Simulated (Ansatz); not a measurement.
## CaMgZnAs2 (built on the sites of a database entry of CaZn2As2): phonons and vibrational spectra

Aim: the vibrations of CaMgZnAs2 (built on the sites of a database entry of CaZn2As2), their spectra, and whether the structure is stable.

Method: DFT PBE, scalar-relativistic, plane waves, norm-conserving pseudopotentials, in Ansatz 0.2.0.

The structure was built from a prototype and need not be the compound's stable phase.

### 1. Starting point

It takes space group P3m1 (No. 156, trigonal). The conventional cell has a = 4.248 Å, b = 4.248 Å, c = 7.154 Å, α = 90.00°, β = 90.00°, γ = 120.00°. Nearest to Ca lie 6 As at 3.07 Å. Mg has 4 As at 2.58 to 2.66 Å nearest. Nearest to Zn lie 4 As at 2.58 to 2.66 Å. As has 3 Zn at 2.58 Å and 1 Mg at 2.66 Å and 3 Ca at 3.07 Å nearest. Nearest to As lie 3 Mg at 2.58 Å and 1 Zn at 2.66 Å and 3 Ca at 3.07 Å. Farther neighbours are not listed.

### 2. Bringing the structure to rest

The cell and atoms are relaxed, since residual forces and stress would shift the frequencies.

File input.yaml:

```yaml
crystal:
  lattice:
    - [4.24755, 0.0, 0.0]
    - [-2.12377, 3.67848, 0.0]
    - [0.0, 0.0, 7.15409]
  atoms:
    - { symbol: Ca, position: [0.0, 0.0, 0.0] }
    - { symbol: Mg, position: [0.3333333333, 0.6666666667, 0.6303] }
    - { symbol: Zn, position: [0.6666666667, 0.3333333333, 0.3697] }
    - { symbol: As, position: [0.3333333333, 0.6666666667, 0.2583] }
    - { symbol: As, position: [0.6666666667, 0.3333333333, 0.7417] }
kpoints:
  mp_grid: { grid: [6, 6, 4] }
hamiltonian:
  xc: pbe
  pseudopotentials: { kind: nc }
scf:
  occupations: { method: gaussian, width: 0.02 }
output:
  forces: true
  stress: true
  eigenvalues: true
  write_density: true
  write_potential: true
  elf: true
  volumetric_format: npy
relax:
  adjacent_minimum: "off"
  f_tol: 0.005
  max_steps: 80
  cell: { stress_tol: 0.05 }
```

Run with:

```console
$ ansatz run input.yaml --threads 8 --pin off --max-ram 14336MiB --backend cpu --events-out ev --progress --plain --runs-dir out
```

Numbers of over 12 decimals in the logs are rounded to 6 here.

The program printed:

```text
Engine: ansatz 0.2.0, aarch64-unknown-linux-gnu
Pseudopotentials: kind: nc
Pseudopotential: Ca, nc, valence charge 10, recommended cutoff 925.187132 eV (normal), Ca.nc.azcp (PseudoDojo's, or run here from an input of PseudoDojo's: the run reads no file of this project's for it)
Pseudopotential: Mg, nc, valence charge 10, recommended cutoff 1142.878222 eV (normal), Mg.nc.azcp
Pseudopotential: Zn, nc, valence charge 20, recommended cutoff 1142.878222 eV (normal), Zn.nc.azcp
Pseudopotential: As, nc, valence charge 15, recommended cutoff 1142.878222 eV (normal), As.nc.azcp
Functional definition: PBE
  parameter kappa = 0.804
  parameter beta = 0.066725
  exchange = pbe_x(kappa = kappa, mu = beta*pi^2/3)
  correlation = pbe_c(beta = beta)
Crystal: 5 atoms, lattice volume = 111.779 Å³
Basis set: ecut = 1142.878222 eV, 9825 PW (Γ), exchange–correlation on 96×96×160 points (8 copies of the dense FFT grid, shifted against one another)
Bands: 42, of which v1, the nominal top of the filled ones, is band 35 counted from 1 (34 counted from 0)
Symmetry: 6 space group operations
Space group: P3m1 (ITA 156), of the structure as read, at distance tolerance 4.8e-5 Å
k-points: 24 of 144 (time reversal used)
Non-local potential: Ca, projectors of the file, l = 0: 2, l = 1: 2, l = 2: 2
Non-local potential: Mg, projectors of the file, l = 0: 2, l = 1: 2
Non-local potential: Zn, projectors of the file, l = 0: 2, l = 1: 2, l = 2: 2, l = 3: 1
Non-local potential: As, projectors of the file, l = 0: 2, l = 1: 2, l = 2: 2
Initial density: superposition of atomic densities (chi_scale 0.1, normalization cell, long waves kept (reshape's long-wave potential 0.06 eV rms))
Initial wavefunctions: pseudopotential atomic-orbital guess
Functional: x = pbe(κ = 0.804, μ = 0.219515), c = pbe(β = 0.066725)
SCF iter   1: F=—  HF=-14135.405720 eV  |F-HF|=—  |Δ(HF+E_count)|=         —  Δρ=5.58e-2  dr2=7.11e0  ethr=3.10e-3  ⟨swp⟩=13.3  Hψ=5547  notcnv=0
preconditioner: auto → Resta (q_TF=auto, 2.524 Å⁻¹)  ε∞=6.9  [insulator: Δε(μ)=0.020 eV  Ē_g=7.346 eV  σ=0.020 eV  W_gap=0.52  n_scr=34 (ndim 8)  ℏωp=17.9 eV  f_vac=0.006  D(μ)=1.47/eV (n_scr^D=2)  ε∞_Penn≈6.9]
SCF iter   2: F=—  HF=-14133.887327 eV  |F-HF|=—  |Δ(HF+E_count)|=    1.52e0  Δρ=2.43e-2  dr2=9.03e-1  ethr=3.10e-3  ⟨swp⟩=3.5  Hψ=1853  notcnv=0  defer=43
SCF iter   3: F=—  HF=-14133.680516 eV  |F-HF|=—  |Δ(HF+E_count)|=   2.07e-1  Δρ=8.19e-3  dr2=8.69e-2  ethr=1.29e-3  ⟨swp⟩=5.1  Hψ=2091  notcnv=0  defer=45
SCF iter   4: F=—  HF=-14133.674526 eV  |F-HF|=—  |Δ(HF+E_count)|=   5.99e-3  Δρ=2.54e-3  dr2=8.91e-3  ethr=1.24e-4  ⟨swp⟩=3.7  Hψ=1537  notcnv=0  defer=49
SCF iter   5: F=—  HF=-14133.675176 eV  |F-HF|=—  |Δ(HF+E_count)|=   6.50e-4  Δρ=1.10e-3  dr2=1.25e-3  ethr=1.27e-5  ⟨swp⟩=2.0  Hψ=1426  notcnv=0  defer=49
SCF iter   6: F=—  HF=-14133.675629 eV  |F-HF|=—  |Δ(HF+E_count)|=   4.53e-4  Δρ=6.69e-4  dr2=3.33e-4  ethr=1.79e-6  ⟨swp⟩=2.0  Hψ=1853  notcnv=0  defer=49
SCF iter   7: F=—  HF=-14133.675689 eV  |F-HF|=—  |Δ(HF+E_count)|=   5.95e-5  Δρ=1.58e-4  dr2=3.15e-5  ethr=4.76e-7  ⟨swp⟩=2.0  Hψ=1803  notcnv=0  defer=49
SCF iter   8: F=—  HF=-14133.676044 eV  |F-HF|=—  |Δ(HF+E_count)|=   3.55e-4  Δρ=5.21e-5  dr2=3.13e-6  ethr=4.49e-8  ⟨swp⟩=2.0  Hψ=1283  notcnv=0  defer=49
SCF iter   9: F=—  HF=-14133.676046 eV  |F-HF|=—  |Δ(HF+E_count)|=   1.98e-6  Δρ=1.30e-5  dr2=3.56e-7  ethr=4.47e-9  ⟨swp⟩=2.0  Hψ=1606  notcnv=0  defer=49
SCF iter  10: F=-14133.676046 eV  HF=-14133.676046 eV  |F-HF|=1.86e-9  |Δ(HF+E_count)|=   2.19e-7  Δρ=4.79e-6  dr2=1.42e-8  ethr=1.43e-10  ⟨swp⟩=21.7  Hψ=8420  notcnv=0
SCF 1 converged in 10 iterations: F = -14133.676046 eV  dr2 = 1.42e-8
relax step   1: F+E_penalty+E_count = -14133.67604583 eV  Δ(F+E_penalty+E_count) = +0.000e0 eV  max|allowed force component| = 3.651e-1 eV/Å  Δτ_max = 0.0000 Å  P = +0.625 GPa  Ω = 111.779 Å³  (10 SCF iters, dr2 threshold 1.00e-7 eV, accepted)
Crystal: 5 atoms, lattice volume = 111.618 Å³
Basis set: ecut = 1142.878222 eV, 9813 PW (Γ), exchange–correlation on 96×96×160 points (8 copies of the dense FFT grid, shifted against one another)
Initial density: handed on by an earlier stage of this run
Initial wavefunctions: those handed on with the density
iter 1 solved again at ethr=2.52e-5 eV; its pass at ethr=3.10e-3 eV (dr2=1.76e-2 eV) is discarded
SCF iter   1: F=—  HF=-14133.700046 eV  |F-HF|=—  |Δ(HF+E_count)|=         —  Δρ=5.18e-3  dr2=1.60e-2  ethr=2.52e-5  ⟨swp⟩=3.0  Hψ=5762  notcnv=0
preconditioner: auto → Resta (q_TF=auto, 2.524 Å⁻¹)  ε∞=5.2  [insulator: Δε(μ)=0.636 eV  Ē_g=8.792 eV  σ=0.020 eV  W_gap=1.00  n_scr=34 (ndim 8)  ℏωp=17.9 eV  f_vac=0.031  D(μ)=0.00/eV (n_scr^D=0)  ε∞_Penn≈5.2]
SCF iter   2: F=—  HF=-14133.695062 eV  |F-HF|=—  |Δ(HF+E_count)|=   4.98e-3  Δρ=2.22e-3  dr2=2.81e-3  ethr=2.28e-5  ⟨swp⟩=2.1  Hψ=1731  notcnv=0
SCF iter   3: F=—  HF=-14133.694216 eV  |F-HF|=—  |Δ(HF+E_count)|=   8.46e-4  Δρ=4.07e-4  dr2=1.25e-4  ethr=4.01e-6  ⟨swp⟩=2.0  Hψ=1678  notcnv=0
SCF iter   4: F=—  HF=-14133.694441 eV  |F-HF|=—  |Δ(HF+E_count)|=   2.26e-4  Δρ=9.71e-5  dr2=1.02e-5  ethr=1.79e-7  ⟨swp⟩=2.7  Hψ=1586  notcnv=0
SCF iter   5: F=—  HF=-14133.694442 eV  |F-HF|=—  |Δ(HF+E_count)|=   7.95e-7  Δρ=5.37e-5  dr2=2.20e-6  ethr=1.46e-8  ⟨swp⟩=2.0  Hψ=1848  notcnv=0
SCF iter   6: F=-14133.694442 eV  HF=-14133.694442 eV  |F-HF|=5.61e-8  |Δ(HF+E_count)|=   1.10e-7  Δρ=1.20e-5  dr2=1.92e-7  ethr=7.14e-10  ⟨swp⟩=14.1  Hψ=8268  notcnv=0
SCF 2 converged in 6 iterations: F = -14133.694442 eV  dr2 = 1.92e-7
relax step   2: F+E_penalty+E_count = -14133.69444241 eV  Δ(F+E_penalty+E_count) = -1.840e-2 eV  max|allowed force component| = 8.578e-2 eV/Å  Δτ_max = 0.0620 Å  P = +0.208 GPa  Ω = 111.618 Å³  energy of the carried Pulay correction = +1.167e-5 eV  (6 SCF iters, dr2 threshold 5.00e-7 eV, accepted)
Crystal: 5 atoms, lattice volume = 112.073 Å³
iter 1 solved again at ethr=2.37e-6 eV; its pass at ethr=3.10e-3 eV (dr2=1.66e-3 eV) is discarded
SCF iter   1: F=—  HF=-14133.696527 eV  |F-HF|=—  |Δ(HF+E_count)|=         —  Δρ=1.26e-3  dr2=1.45e-3  ethr=2.37e-6  ⟨swp⟩=3.0  Hψ=5559  notcnv=0
preconditioner: auto → Resta (q_TF=auto, 2.522 Å⁻¹)  ε∞=5.1  [insulator: Δε(μ)=0.648 eV  Ē_g=8.818 eV  σ=0.020 eV  W_gap=1.00  n_scr=34 (ndim 8)  ℏωp=17.9 eV  f_vac=0.030  D(μ)=0.00/eV (n_scr^D=0)  ε∞_Penn≈5.1]
SCF iter   2: F=—  HF=-14133.696163 eV  |F-HF|=—  |Δ(HF+E_count)|=   3.64e-4  Δρ=5.76e-4  dr2=2.81e-4  ethr=2.07e-6  ⟨swp⟩=2.0  Hψ=1079  notcnv=0
SCF iter   3: F=—  HF=-14133.696273 eV  |F-HF|=—  |Δ(HF+E_count)|=   1.10e-4  Δρ=8.60e-5  dr2=5.04e-6  ethr=4.02e-7  ⟨swp⟩=2.1  Hψ=1729  notcnv=0
SCF iter   4: F=—  HF=-14133.696273 eV  |F-HF|=—  |Δ(HF+E_count)|=   2.32e-7  Δρ=2.63e-5  dr2=5.09e-7  ethr=6.57e-10  ⟨swp⟩=15.3  Hψ=8589  notcnv=0
SCF iter   5: F=-14133.696273 eV  HF=-14133.696273 eV  |F-HF|=2.07e-8  |Δ(HF+E_count)|=   1.64e-9  Δρ=1.14e-5  dr2=8.84e-8  ethr=6.57e-10  ⟨swp⟩=10.9  Hψ=7004  notcnv=0
SCF 3 converged in 5 iterations: F = -14133.696273 eV  dr2 = 8.84e-8
relax step   3: F+E_penalty+E_count = -14133.69627270 eV  Δ(F+E_penalty+E_count) = -1.830e-3 eV  max|allowed force component| = 2.984e-2 eV/Å  Δτ_max = 0.0123 Å  P = +0.064 GPa  Ω = 112.073 Å³  energy of the carried Pulay correction = -2.123e-5 eV  (5 SCF iters, dr2 threshold 4.60e-7 eV, accepted)
[...]
relax step   4: F+E_penalty+E_count = -14133.69641468 eV  Δ(F+E_penalty+E_count) = -1.420e-4 eV  max|allowed force component| = 5.830e-3 eV/Å  Δτ_max = 0.0051 Å  P = +0.006 GPa  Ω = 112.207 Å³  energy of the carried Pulay correction = -3.088e-5 eV  (5 SCF iters, dr2 threshold 5.57e-8 eV, accepted)
[...]
relax step   5: F+E_penalty+E_count = -14133.69642997 eV  Δ(F+E_penalty+E_count) = -1.529e-5 eV  max|allowed force component| = 3.726e-3 eV/Å  Δτ_max = 0.0009 Å  P = -0.002 GPa  Ω = 112.218 Å³  energy of the carried Pulay correction = -3.165e-5 eV  (5 SCF iters, dr2 threshold 2.12e-9 eV, accepted)
Initial wavefunctions: pseudopotential atomic-orbital guess (no wavefunctions were taken with the density)
iter 1 solved again at ethr=1.22e-5 eV; its pass at ethr=3.10e-3 eV (dr2=8.54e-3 eV) is discarded
SCF iter   1: F=—  HF=-14133.696355 eV  |F-HF|=—  |Δ(HF+E_count)|=         —  Δρ=1.65e-5  dr2=4.72e-8  ethr=1.22e-5  ⟨swp⟩=3.1  Hψ=8241  notcnv=0
eigensolver tolerance schedule: the retry pair's looser diagonalisation over-reported the residual by 180892.98 of it (diagonalisation noise at an unbounded share of the residual, at the tolerance the schedule requests for it); recorded, not acted on — ethr = c·dr2/N_el stays at c = 1.0e-1
preconditioner: auto → Resta (q_TF=auto, 2.522 Å⁻¹)  ε∞=5.1  [insulator: Δε(μ)=0.646 eV  Ē_g=8.796 eV  σ=0.020 eV  W_gap=1.00  n_scr=34 (ndim 8)  ℏωp=17.9 eV  f_vac=0.030  D(μ)=0.00/eV (n_scr^D=0)  ε∞_Penn≈5.1]
SCF iter   2: F=—  HF=-14133.696500 eV  |F-HF|=—  |Δ(HF+E_count)|=   1.45e-4  Δρ=8.51e-6  dr2=1.66e-8  ethr=6.75e-11  ⟨swp⟩=4.9  Hψ=2981  notcnv=0
SCF iter   3: F=—  HF=-14133.696500 eV  |F-HF|=—  |Δ(HF+E_count)|=   3.96e-9  Δρ=5.31e-6  dr2=4.70e-9  ethr=2.37e-11  ⟨swp⟩=2.0  Hψ=1098  notcnv=0
SCF iter   4: F=—  HF=-14133.696500 eV  |F-HF|=—  |Δ(HF+E_count)|=   3.83e-9  Δρ=4.17e-7  dr2=8.33e-11  ethr=6.72e-12  ⟨swp⟩=2.0  Hψ=1320  notcnv=0
SCF iter   5: F=-14133.696500 eV  HF=-14133.696500 eV  |F-HF|=1.82e-11  |Δ(HF+E_count)|=  4.37e-11  Δρ=1.67e-7  dr2=3.80e-11  ethr=1.00e-12  ⟨swp⟩=8.6  Hψ=5137  notcnv=0
SCF 6 converged in 5 iterations: F = -14133.696500 eV  dr2 = 3.80e-11
relax step   6: F+E_penalty+E_count = -14133.69650016 eV  Δ(F+E_penalty+E_count) = -7.019e-5 eV  max|allowed force component| = 3.740e-3 eV/Å  Δτ_max = 0.0000 Å  P = +0.002 GPa  Ω = 112.218 Å³  stress off target by 1.10e-2 GPa  SCF on the basis re-selected at this cell (its energy is not comparable with the rows above)  (5 SCF iters)
basis re-selected at this cell: Δ(F+E_penalty+E_count) = -7.019e-5 eV, ΔP = +0.004 GPa vs the last step (what re-selecting the basis moved, of the pressure what is left beyond the Pulay correction that the steps carried, after the strain that the cell walked since its last selection, with what the two solves' SCF thresholds leave and, on support functions, any second-order correction that the steps lacked; it is no m [...]
SCF converged after 5 iterations
Free energy (F): -14133.696500 eV
Harris-Foulkes:  -14133.696500 eV  (|F-HF|=1.82e-11)
Internal energy: -14133.696500 eV  (E = F + TS)
E sigma→0 (E₀):  -14133.696500 eV
Fermi energy:    8.996561 eV
--- Per-component energies (eV) ---
  E_band       = -1576.072893
  E_kinetic    = 7943.962159
  E_local      = -13981.171368  (includes V_loc(G=0)·N_el)
  E_nonlocal   = -3997.876197
  E_hartree    = 5246.586813
  E_xc         = -2321.900150
  E_vxc        = -2034.161231  (∫ρ·V_xc dr)
  E_ewald      = -7023.297757
  E_smearing   = -0.000000  (= −TS)
  E_closure    = 0.000000  (closes the sum)
  Σ components = -14133.696500   (vs F -14133.696500, Δ=0.00e0)
--- Forces (eV/Å), atoms counted from 1 ---
  atom   1  Ca     0.00000000    -0.00000000     0.00261947
  atom   2  Mg    -0.00000000     0.00000000     0.00175364
  atom   3  Zn     0.00000000    -0.00000000     0.00266016
  atom   4  As    -0.00000000     0.00000000    -0.00375633
  atom   5  As     0.00000000    -0.00000000    -0.00336080
  max |Σ_I F_I| component: 8.39e-5 eV/Å
--- Stress (GPa, compression-positive) ---
        0.008724      -0.000000      -0.000000
       -0.000000       0.008724       0.000000
       -0.000000       0.000000      -0.011043
  P = ⅓ Tr σ = 0.0021 GPa (0.021 kbar)
--- Band table (eV; the first three rows and the last of 24) ---
  k-point 0: bands = [... 31 lower, 7.5037, 8.6398, 8.6735, 8.6735, 9.3192, 10.6291, 11.2771, 11.6313, ... 3 higher]
  k-point 1: bands = [... 31 lower, 7.6278, 7.6278, 8.4413, 8.4413, 9.7278, 11.0773, 11.6025, 11.6025, ... 3 higher]
  k-point 2: bands = [... 31 lower, 7.8974, 7.8974, 8.0763, 8.0763, 9.8312, 11.1705, 11.5316, 11.5316, ... 3 higher]
  k-point 23: bands = [... 31 lower, 5.4196, 6.0157, 7.2056, 7.2465, 10.5928, 11.2688, 12.4456, 12.7219, ... 3 higher]
--- Relaxed structure (5 steps of the walk, 5 accepted, 1 SCFs on fresh bases) ---
  F+E_penalty+E_count = -14133.69650016 eV   max|allowed force component| = 3.740e-3 eV/Å   (the final SCF, on the basis selected at the relaxed cell)
  cell:  # Å, volume = 112.2181 Å³
    - [4.275339, -2.9056401625916266e-6, 0]
    - [-2.137667, 3.702554, 5.991151648009899e-19]
    - [0, 1.1651883051768453e-18, 7.089101]
  atoms:
    - { symbol: Ca, position: [0, -1.2787749176640573e-19, 0.00102579] }
    - { symbol: Mg, position: [0.333333, 0.666667, 0.627553] }
    - { symbol: Zn, position: [0.666667, 0.333333, 0.370122] }
    - { symbol: As, position: [0.333333, 0.666667, 0.252474] }
    - { symbol: As, position: [0.666667, 0.333333, 0.748826] }
```

The job ended after 60 s (8 threads of Arm Neoverse N1, shared host; peak memory 1.2 GiB).

Relaxation path:

```
step  energy less that of the first step (eV)  largest force component (eV/Å)  pressure (GPa)  volume (Å³)
   1                                   0.0000                          0.3651            0.62       111.78
   2                                  -0.0184                          0.0858            0.21       111.62
   3                                  -0.0202                          0.0298            0.06       112.07
   4                                  -0.0204                          0.0058            0.01       112.21
   5                                  -0.0204                          0.0037            0.00       112.22
  6*                                  -0.0205                          0.0037            0.00       112.22
```

Relaxation steps marked * repeat the geometry before them on a plane-wave basis chosen anew for their cell, so energy and pressure can jump there.

The run keeps the 6 symmetry operations that it works with, so distortions that break them were not tested.

| conventional cell, symmetrised | before | after | change |
| --- | --- | --- | --- |
| a (Å) | 4.248 | 4.275 | +0.7 % |
| b (Å) | 4.248 | 4.275 | +0.7 % |
| c (Å) | 7.154 | 7.089 | -0.9 % |
| volume (Å³/atom) | 22.36 | 22.44 | +0.4 % |

The atoms that moved most (Å, as changes of fractional coordinates times the final cell):

| atom | dx | dy | dz | length |
| --- | --- | --- | --- | --- |
| As5 | 0.000 | 0.000 | 0.051 | 0.051 |
| As4 | 0.000 | 0.000 | -0.041 | 0.041 |
| Mg2 | 0.000 | 0.000 | -0.019 | 0.019 |
| Ca1 | 0.000 | 0.000 | 0.007 | 0.007 |

Numbers from this step:

| Quantity | Value |
| --- | --- |
| pressure | 0.002135 GPa |
| gap on the k-mesh | 0.6457 eV |
| volume per atom | 22.44 Å³ |
| direct gap on mesh | 0.6457 eV |

Valence density in the ac plane at fractional y = 0.333, with atoms of Zn and As within 0.2 Å of it. It is the smooth field of the valence electrons, not physical close to the nuclei.

Ten steps, logarithmic in the rise over the least value, from '_' (0 e/Å³) to '@' (26 e/Å³), each cell a mean:
```
____________________________
________________........____
____________....::::::....__
__________....::==**++--....
__________..::==##%%%%++::..
__________..::++%%**%%**--..
__________..::==##%%%%++::..
__________....::==++==::....
____________....::::::....__
______________..........____
______________..........____
______________..::--::..____
____________..--**%%##==..__
____________..++@@@@@@**::..
__________....**@@@@@@##::..
..............==##@@%%++::..
................--==--::....
__........______........____
__......____________________
____________________________
____________________________
____________________________
____________________________
```
Columns run along a (4.3 Å), rows up along c (7.1 Å). Atoms in or near the plane, at fractional coordinates: Zn at (0.67, 0.37), As at (0.67, 0.75).

ELF in the ac plane at fractional y = 0.333, with atoms of Zn and As within 0.2 Å of it. It is the smooth field of the valence electrons, not physical close to the nuclei.

Ten even steps from '0' (0.03) to '9' (0.75), each cell a mean:
```
00000025777631
00000368999974
31002699756898
63125995333499
84237983534369
85247973402459
84237983545369
63125895232489
51013788756888
31002467777765
21011334333343
21112221121122
33333222586312
44554214878622
56665315858722
67776423798413
78887531243124
78887642111235
77887642222235
45555431111123
11111110000011
00000000000000
00000001222100
```
Columns run along a (4.3 Å), rows up along c (7.1 Å). Atoms in or near the plane, at fractional coordinates: Zn at (0.67, 0.37), As at (0.67, 0.75).

Electrostatic potential energy in the ac plane at fractional y = 0.333, with atoms of Zn and As within 0.2 Å of it. With pseudopotentials it is smooth inside the atoms' cores, unlike the true potential.

Ten even steps from '0' (-85 eV) to '9' (12 eV), each cell a mean:
```
99999999999999
99999999999999
99999999888999
99999998545799
99999996101489
99999984000389
99999996101489
99999998645799
99999999888999
99999999999999
99999999999999
99999999888999
99999998645799
99999996201589
99999996100589
99999997423789
99999999877899
99999999999999
99999999999999
99999999999999
99999999999999
99999999999999
99999999999999
```
Columns run along a (4.3 Å; values clipped at the 3rd and 97th percentile), rows up along c (7.1 Å). Atoms in or near the plane, at fractional coordinates: Zn at (0.67, 0.37), As at (0.67, 0.75).

In this step the volume went from 22.36 to 22.44 Å³/atom.

### 3. Relaxing to small forces for the phonons

Phonons need a cell at rest on their own settings, so the relaxation is repeated with tight tolerances on forces and stress on the k mesh and occupations of the first response run.

File input.yaml:

```yaml
crystal:
  lattice:
    - [4.2753392951, -2.9056e-06, 0.0]
    - [-2.1376671312, 3.7025538922, 0.0]
    - [0.0, 0.0, 7.0891007689]
  atoms:
    - { symbol: Ca, position: [0.0, 0.0, 0.0010257918] }
    - { symbol: Mg, position: [0.3333333333, 0.6666666667, 0.6275526354] }
    - { symbol: Zn, position: [0.6666666667, 0.3333333333, 0.3701216992] }
    - { symbol: As, position: [0.3333333333, 0.6666666667, 0.2524742068] }
    - { symbol: As, position: [0.6666666667, 0.3333333333, 0.7488256667] }
kpoints:
  mp_grid: { grid: [6, 6, 4] }
hamiltonian:
  xc: pbe
  pseudopotentials: { kind: nc }
scf:
  occupations: { method: fixed }
output:
  forces: true
  stress: true
  eigenvalues: true
relax:
  adjacent_minimum: "off"
  f_tol: 0.001
  max_steps: 60
  cell: { stress_tol: 0.01 }
```

The program printed:

```text
[...]
Crystal: 5 atoms, lattice volume = 112.218 Å³
Basis set: ecut = 1142.878222 eV, 9849 PW (Γ), exchange–correlation on 96×96×160 points (8 copies of the dense FFT grid, shifted against one another)
Bands: 42, of which v1, the nominal top of the filled ones, is band 35 counted from 1 (34 counted from 0)
Symmetry: 6 space group operations
[...]
cell:  # Å, volume = 112.2168 Å³
    - [4.275908, -2.906001976959699e-6, -1.0096768569894046e-19]
    - [-2.137952, 3.703047, 0]
    - [-1.674183308381106e-19, 0, 7.087133]
  atoms:
    - { symbol: Ca, position: [0, 0, 0.0011384] }
    - { symbol: Mg, position: [0.333333, 0.666667, 0.627585] }
    - { symbol: Zn, position: [0.666667, 0.333333, 0.370203] }
    - { symbol: As, position: [0.333333, 0.666667, 0.252344] }
    - { symbol: As, position: [0.666667, 0.333333, 0.748730] }
[key lines of the parts left out:]
SCF converged after 10 iterations
Free energy (F): -14133.696508 eV
Fermi energy:    8.673063 eV
P = ⅓ Tr σ = 0.0006 GPa (0.006 kbar)
```

Run time: 50 s. Hardware: 8 threads; peak memory 1.2 GiB.

Little changed from the start: no atom moved by 0.005 Å and no cell edge by 0.1 %.

This step gave:

| Property | Result |
| --- | --- |
| pressure | 5.59e-4 GPa |
| gap on the k-mesh | 0.6460 eV |
| direct gap on mesh | 0.6460 eV |

The largest force component left is 0.38 meV/Å and the pressure is 0.001 GPa, within the tolerances set. The cell now holds 22.44 Å³/atom.

[end of part 1 of 3]

[Logs are printed without paths, hosts, clocks, repeated set-up lines and the standing remarks that a program may print on its own settings, such as how far it seeks lower states.]

[Hosts, paths, dates, database ids (printed as entryN), source tags and the programs' standing remarks are cut or masked in the printed files.]
